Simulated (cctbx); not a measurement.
## Ho6GaCu2 across an absorption edge

Space group Immm (no. 71), a = 9.3540 Å, b = 9.5970 Å, c = 9.8940 Å, α = 90.00°, β = 90.00°, γ = 90.00°.

```
atom  mult.       x       y       z  Ueq (Å²)
 Ho1      8  0.3025     1/2  0.1807    0.0192
 Ho2      8  0.7785  0.1834       0    0.0164
 Ho3      8     1/2  0.7968  0.2345    0.0202
 Ga1      2       0     1/2       0    0.0360
 Ga2      2     1/2       0       0    0.0337
 Cu1      4     1/2  0.3667       0    0.0259
 Cu2      4       0       0  0.8781    0.0220
```

The model is made up (kin elements in a known structure type, no relaxation), so it says nothing on whether the phase exists.

Calculated with cctbx: free-atom f′ and f″ from the Sasaki tables, no fine structure; amplitudes in electrons.

```csv
E (eV),F 0 0 2,F 1 2 1,F 0 1 3,F 1 1 0
9767,83.3,6.7,421.8,120.0
10117,88.4,6.4,429.5,126.4
10247,91.4,6.3,431.6,130.0
10307,94.1,6.2,432.4,133.1
10337,96.8,6.2,432.8,136.1
10352,99.4,6.2,433.0,138.9
10359,101.7,6.2,433.1,141.4
10363,104.1,6.2,433.2,143.9
10371,101.5,6.3,433.3,143.6
10375,98.2,6.2,433.3,140.2
10382,95.5,6.2,433.4,137.4
10397,92.6,6.2,433.6,134.4
10427,89.8,6.2,434.0,131.5
10517,86.4,6.1,435.1,128.0
10767,83.2,5.9,437.7,124.8
```

**Question.** Which edge is crossed, and why do the reflections move as they do?

The K edge of Ga. The edge is at 10367 eV. f′ of Ga falls from -4.1 e at 10247 eV to -7.5 e at 4 eV below it, and f″ steps from 0.49 to 3.89 e across it. Over that approach |F| changes by +14 % (0 0 2), -2 % (1 2 1), +0 % (0 1 3) and +11 % (1 1 0): a reflection falls where Ga scatters in phase with the total and rises where it scatters against it; it hardly moves where the Ga term is small or cancels by symmetry. Above the edge the larger f″ enters the imaginary part, where it can add to or cancel the other atoms' f″. The structure is centrosymmetric, so Friedel mates stay equal.

[Logs are printed without paths, hosts, clocks, repeated set-up lines and the standing remarks that a program may print on its own settings, such as how far it seeks lower states.]
